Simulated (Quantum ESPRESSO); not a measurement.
Consider KZnF3 (Pm-3m).

```cif
data_structure
_symmetry_space_group_name_H-M 'P 1'
_symmetry_Int_Tables_number 1
_cell_length_a 4.0500
_cell_length_b 4.0500
_cell_length_c 4.0500
_cell_angle_alpha 90.000
_cell_angle_beta 90.000
_cell_angle_gamma 90.000
_cell_volume 66.43
loop_
_atom_site_label
_atom_site_type_symbol
_atom_site_fract_x
_atom_site_fract_y
_atom_site_fract_z
_atom_site_occupancy
Zn1 Zn 0.50000 0.50000 0.50000 1
K2 K 0.00000 0.00000 0.00000 1
F3 F 0.50000 0.00000 0.50000 1
F4 F 0.00000 0.50000 0.50000 1
F5 F 0.50000 0.50000 0.00000 1
```

Absorber: atom 1, with 6 F at 2.02 Å (octahedral, site symmetry m-3m). Method: Quantum ESPRESSO XSpectra, PBE, full core hole (charged cell), 10-atom cell with 5.7 Å between holes, 5×5×5 k points, dipole transitions, Lorentzian half width 0.83 eV up to 4 eV, rising linearly to 1.75 eV at 25 eV (not a setting of the program: the run's 0.4 eV curve was folded afterwards with a further Lorentzian).

Question: Where do the maxima of the Zn K edge fall?

Main maxima up to 30 eV above the zero (height): 6.8 eV (1.81), 10.3 eV (2.21), 19.4 eV (0.87) and 24.7 eV (0.90). A K edge sees empty p states on the absorber. The total-energy difference plus the lowest empty eigenvalue puts the zero at 9695.74 eV. One term is added: -30.96 eV, since the hole is spin-paired here and a spin-polarised one costs that much less in the free atom (computed apart). The photon energy is then 9664.78 eV. The tabulated edge of the element is 9659 eV. The functional and the charged cell's background leave an error of a few eV in such absolute values.

The Zn K spectrum (energy from the lowest empty level; intensity scaled to a mean of 1 over the first 20 eV; folded afterwards to Lorentzian half width 0.83 eV up to 4 eV, rising linearly to 1.75 eV at 25 eV; the points at xe0, where the cut of filled states can leave a spike, are interpolated):

| E (eV) | intensity |
| --- | --- |
| -2.0 | 0.07 |
| -1.0 | 0.08 |
| 0.0 | 0.10 |
| 1.0 | 0.14 |
| 2.0 | 0.19 |
| 3.0 | 0.29 |
| 4.0 | 0.56 |
| 5.0 | 0.80 |
| 6.0 | 1.40 |
| 7.0 | 1.79 |
| 8.0 | 1.60 |
| 9.0 | 1.79 |
| 10.0 | 2.17 |
| 11.0 | 1.97 |
| 12.0 | 1.56 |
| 13.0 | 1.05 |
| 14.0 | 0.82 |
| 15.0 | 0.68 |
| 16.0 | 0.57 |
| 17.0 | 0.58 |
| 18.0 | 0.72 |
| 19.0 | 0.86 |
| 20.0 | 0.83 |
| 21.0 | 0.72 |
| 22.0 | 0.69 |
| 23.0 | 0.76 |
| 24.0 | 0.87 |
| 25.0 | 0.89 |
| 26.0 | 0.78 |
| 27.0 | 0.63 |
| 28.0 | 0.54 |
| 29.0 | 0.50 |
| 30.0 | 0.49 |
| 31.0 | 0.51 |
| 32.0 | 0.54 |

The holes are only 5.7 Å apart, so the shape is probably not converged with cell size; no larger cell was run here. Lifetime broadening is put in by hand, and intensities beyond about 20 eV depend on it and on the partial waves; weight that the partial waves miss at high energy is lost. The structure is a published determination, not relaxed.

[Banner, clock and machine lines of the logs are left out without a mark of their own.]

[Logs are printed without paths, hosts, clocks, repeated set-up lines and the standing remarks that a program may print on its own settings, such as how far it seeks lower states.]

[Hosts, paths, dates, database ids (printed as entryN), source tags and the programs' standing remarks are cut or masked in the printed files.]

[Lists of maxima count a maximum above −3 eV only where it reaches 4 % of the highest in the window and stands out from its surroundings by 2 % of it (1.5 % where it reaches 55 %); shoulders and weaker maxima are passed over, and of the rest the first, up to two pre-edge ones and the few strongest are named.]
